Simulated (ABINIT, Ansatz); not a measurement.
# Quasiparticle gap of CaC2 (I4/mmm) in ABINIT, part 3 of 3

Wanted: ground state, empty states, screening and self-energy for CaC2 (I4/mmm).

ABINIT 10.8.3; PBEsol and many-body steps on it, plane waves. Known limits of the many-body steps: not at the basis limit; coarse k mesh.

So far. Step 4 (Empty states on the mesh, 4×4×4 mesh, 125 bands): On this mesh the gap is 1.205 eV. Step 5 (Screening, 4×4×4 mesh, 117 bands, screening to 176.9 eV): Local fields lower ε∞ by 14 %. On a Γ-centred mesh this coarse the value itself is usually too large, while a short band sum pulls it down.

**6. Self-energy, 4×4×4 mesh, 117 bands, screening to 176.9 eV**

The self-energy is evaluated for the states that the input lists, and the levels follow from it, in one-shot runs by the linearised quasiparticle equation.

This step: G0W0 on PBEsol, plane waves, norm-conserving pseudopotentials.

Input file run.abi:

```
acell 3*1.0 Angstrom
rprim 
  -1.934298599400 1.934298599400 3.202111242500
  1.934298599400 -1.934298599400 3.202111242500
  1.934298599400 1.934298599400 -3.202111242500
ntypat 2
znucl 20 6
natom 3
typat 1 2 2
xred 
  0.000000000000 0.000000000000 0.000000000000
  0.597892720000 0.597892720000 0.000000000000
  0.402107280000 0.402107280000 0.000000000000
pp_dirpath "pseudos"
pseudos "Ca.upf, C.upf"
ecut 37
ngkpt 4 4 4
nshiftk 1
shiftk 0 0 0
kptopt 1
chksymbreak 0
istwfk *1
occopt 1
irdwfk 1
optdriver 4
nband 117
gwcalctyp 0
ecutsigx 37
symsigma 1
nkptgw 3
kptgw 
  0.5000000000 0.5000000000 0.5000000000
  0.5000000000 0.5000000000 0.0000000000
  0.0000000000 0.0000000000 0.0000000000
bdgw 
  7 11
  8 11
  8 11
ecuteps 6.5
irdscr 1
ppmodel 1
indata_prefix "in"
outdata_prefix "out"
tmpdata_prefix "tmp"
```

Run with:

```sh
> OMP_NUM_THREADS=1 mpirun -n 4 abinit run.abi > log
```

Numbers of over 12 decimals in the logs are rounded to 6 here.

The program printed:

```text
.Version 10.8.3 of ABINIT. v10.8.2 released Aug 2026.

 Symmetries : space group I4/m m m (#139); Bravais tI (body-center tetrag.)
[... echo of the input left out ...]
== DATASET  1 ==================================================================
-   mpi_nproc: 4, omp_nthreads: 1 (-1 if OMP is not activated)

--- !DatasetInfo
iteration_state: {dtset: 1, }
dimensions: {natom: 3, nkpt: 13, mband: 117, nsppol: 1, nspinor: 1, nspden: 1, mpw: 3508, }
cutoff_energies: {ecut:  37.0, pawecutdg:  -1.0, }
electrons: {nelect:   1.80000000E+01, charge:   0.00000000E+00, occopt:   1.00000000E+00, tsmear:   1.00000000E-02, }

 SIGMA: Calculation of the GW corrections

 Based on a program developped by R.W. Godby, V. Olevano, G. Onida, and L. Reining.
 Incorporated in ABINIT by V. Olevano, G.-M. Rignanese, and M. Torrent.
.Using double precision arithmetic ; gwpc =  8

[... cell and pseudopotentials left out ...]
--------------------------------------------------------------------------------

 ==== K-mesh for the wavefunctions ====
 Number of points in the irreducible wedge :    13
[... list of points left out ...]
 Together with 16 symmetry operations and time-reversal symmetry
 yields    64 points in the full Brillouin Zone.

 ==== Q-mesh for screening function ====
 Number of points in the irreducible wedge :    13
[... list of points left out ...]
 Together with 16 symmetry operations and time-reversal symmetry
 yields    64 points in the full Brillouin Zone.

 vcoul_init : cutoff-mode = AUXILIARY_FUNCTION
 q-points for optical limit:   1
     1)      0.000010    0.000020    0.000030
 setmesh: FFT mesh size selected  =    72x   72x   72
          total number of points  =       373248

 Number of electrons calculated from density =   18.0000; Expected =   18.0000
 average of density, n =  0.055659
 r_s =    1.6248
 omega_plasma =   22.7574 [eV]

 === KS Band Gaps ===
  >>>> For spin  1
   Minimum direct gap =   2.2640 [eV], located at k-point      :   0.5000  0.5000  0.0000
   Fundamental gap    =   1.2054 [eV], Top of valence bands at :   0.5000  0.5000  0.5000
                                       Bottom of conduction at :   0.5000  0.5000  0.0000
 SIGMA fundamental parameters:
 PLASMON POLE MODEL  1
 number of plane-waves for SigmaX                 3441
 number of plane-waves for SigmaC and W            271
 number of plane-waves for wavefunctions          3441
 number of bands                                   117
 number of independent spin polarizations            1
 number of spinorial components                      1
 number of k-points in IBZ                          13
 number of q-points in IBZ                          13
 number of symmetry operations                      16
 number of k-points in BZ                           64
 number of q-points in BZ                           64
 number of frequencies for dSigma/dE                 9
 frequency step for dSigma/dE [eV]                0.25
 number of omega for Sigma on real axis              0
 max omega for Sigma on real axis  [eV]           0.00
 zcut for avoiding poles [eV]                     0.10

 EPSILON^-1 parameters (SCR file):
 dimension of the eps^-1 matrix on file            271
 dimension of the eps^-1 matrix used               271
 number of plane-waves for wavefunctions          3441
 number of bands                                   117
 number of q-points in IBZ                          13
 number of frequencies                               2
 number of real frequencies                          1
 number of imag frequencies                          1

 matrix elements of self-energy operator (all in [eV])

 Perturbative Calculation

--- !SelfEnergy_ee
iteration_state: {dtset: 1, }
kpoint     : [   0.500,    0.500,    0.500, ]
spin       : 1
KS_gap     :    3.172
QP_gap     :    5.325
Delta_QP_KS:    2.153
data: !SigmaeeData |
     Band     E0 <VxcDFT>   SigX SigC(E0)      Z dSigC/dE  Sig(E)    E-E0       E
        7   1.522 -13.535 -16.713   1.860   0.780  -0.282 -14.563  -1.029   0.493
        8   1.522 -13.535 -16.713   1.860   0.780  -0.282 -14.563  -1.029   0.493
        9   3.148 -14.879 -18.776   2.823   0.775  -0.290 -15.712  -0.833   2.315
       10   6.320 -10.688  -5.178  -3.926   0.833  -0.200  -9.368   1.320   7.640
       11   8.997 -10.332  -5.202  -4.096   0.828  -0.207  -9.476   0.856   9.853

--- !SelfEnergy_ee
iteration_state: {dtset: 1, }
kpoint     : [   0.500,    0.500,    0.000, ]
spin       : 1
KS_gap     :    2.264
QP_gap     :    4.283
Delta_QP_KS:    2.019
data: !SigmaeeData |
     Band     E0 <VxcDFT>   SigX SigC(E0)      Z dSigC/dE  Sig(E)    E-E0       E
        8   1.539 -13.469 -16.581   1.763   0.783  -0.277 -14.525  -1.057   0.482
        9   2.089 -14.034 -18.353   3.058   0.772  -0.295 -15.008  -0.974   1.116
       10   4.353 -10.560  -6.137  -3.149   0.821  -0.219  -9.514   1.046   5.399
       11   8.926 -13.863  -6.810  -4.679   0.799  -0.251 -11.966   1.896  10.823

--- !SelfEnergy_ee
iteration_state: {dtset: 1, }
kpoint     : [   0.000,    0.000,    0.000, ]
spin       : 1
KS_gap     :    4.165
QP_gap     :    6.518
Delta_QP_KS:    2.353
data: !SigmaeeData |
     Band     E0 <VxcDFT>   SigX SigC(E0)      Z dSigC/dE  Sig(E)    E-E0       E
        8   2.152 -13.954 -16.779   1.601   0.782  -0.278 -14.912  -0.958   1.194
        9   2.152 -13.954 -16.779   1.601   0.782  -0.278 -14.912  -0.958   1.194
       10   6.317 -12.062  -6.650  -3.694   0.812  -0.232 -10.668   1.395   7.712
       11   6.317 -12.062  -6.650  -3.694   0.812  -0.232 -10.668   1.395   7.712

== END DATASET(S) ==============================================================
================================================================================

 -outvars: echo values of variables after computation  --------
           etotal      0.0000000000E+00
            nband         117
             nkpt          13
          spgroup         139
 [... the other variables as echoed above ...]

 Calculation completed.
```

The job ended after 31 s (4 MPI ranks of Arm Neoverse V2, shared host; peak memory 2.9 GiB; 2.1 min of CPU time).

Numbers from this step:

```
G0W0 gap on the points computed              : 3.084 eV
starting gap on the mesh                     : 1.205 eV
k of the valence top                         : 0.5, 0.5, 0.5
k of the conduction bottom                   : 0.5, 0.5, 0
Z at the valence top                         : 0.775
Z at the conduction bottom                   : 0.821
least direct G0W0 gap on the computed points : 4.283 eV
```

The gap on the mesh goes from 1.21 eV to 3.08 eV, a correction of +1.88 eV.

Limits: finite bands, cutoff and mesh; coarse k mesh. v1 is the top filled band, c1 the lowest empty one. The levels before and after the correction (eV, zero at the valence-band top of each column):

```tsv
	conduction bottom	valence top
Kohn-Sham	1.21	0.00
G0W0	3.08	0.00
```

```tsv
	level	energy (eV)
Kohn-Sham	(0.5 0.5 0.5) v3-v2	-1.626
Kohn-Sham	(0.5 0.5 0.5) v1	0.000
Kohn-Sham	(0.5 0.5 0.5) c1	3.172
Kohn-Sham	(0.5 0.5 0.5) c2	5.849
Kohn-Sham	(0.5 0.5 0) v2	-1.609
Kohn-Sham	(0.5 0.5 0) v1	-1.059
Kohn-Sham	(0.5 0.5 0) c1	1.205
Kohn-Sham	(0.5 0.5 0) c2	5.778
G0W0	(0.5 0.5 0.5) v3-v2	-1.822
G0W0	(0.5 0.5 0.5) v1	0.000
G0W0	(0.5 0.5 0.5) c1	5.325
G0W0	(0.5 0.5 0.5) c2	7.538
G0W0	(0.5 0.5 0) v2	-1.833
G0W0	(0.5 0.5 0) v1	-1.199
G0W0	(0.5 0.5 0) c1	3.084
G0W0	(0.5 0.5 0) c2	8.508
```

**7. Where the time went**

Times are wall times on 4 MPI ranks of Arm Neoverse V2, shared host, good to a factor of about two.

```tsv
step	time	share	memory (GiB)
ground state	26 s	7 %	0.36
bands along the symmetry lines	28 s	8 %	0.32
empty states on the mesh	1.7 min	30 %	2.9
screening	2.6 min	46 %	3.1
self-energy	31 s	9 %	2.9
```

**8. Results**

* PBEsol gap: 1.20 eV, indirect
* G0W0 gap on the mesh: 3.08 eV
* GW settings: 4×4×4 mesh, 117 bands, screening to 176.9 eV, Godby-Needs plasmon pole
* known limits: not at the basis limit; coarse k mesh

What this shows: G0W0 moves the gap on the mesh from 1.21 eV to 3.08 eV (+1.88 eV), with Z of 0.78 and 0.82 at the edges. Local fields lower the RPA ε∞ on this mesh from 4.17 to 3.58; a Γ-centred mesh this coarse tends to raise both, most where the direct gap is narrow, while a short band sum lowers them. Only 3 of the mesh's irreducible points were corrected, so a valley elsewhere could overtake. The dearest step here is «screening». Bands and cutoff are finite, so the gap is not at the basis limit. The miss can reach some tenths of an eV and take either sign; the mesh is an error of its own. In the G0W0 run levels were corrected at 3 k points alone, so a gap called «on the mesh» is the least over those, and an edge elsewhere would be missed. The 4×4×4 mesh is coarse for this cell, which bears on the long-range parts of exchange and screening.

[Paths, hosts, dates, memory and timing lines, banners, echoed tables and standing remarks are left out of the program output.]

[Logs are printed without paths, hosts, clocks, repeated set-up lines and the standing remarks that a program may print on its own settings, such as how far it seeks lower states.]

[Runs of the session that timed out or met a known fault of the program may be left out.]

[Hosts, paths, dates, database ids (printed as entryN), source tags and the programs' standing remarks are cut or masked in the printed files.]

[G0W0 gaps are taken among the corrected bands and points alone; a level outside them can change the order at an edge.]

[Where Ansatz stands beside ABINIT at settings called matched, ABINIT's density can come from a denser mesh and the files from another edition; pairs whose starting gaps differed by over 0.03 eV were left out, so agreement reads better than it is.]
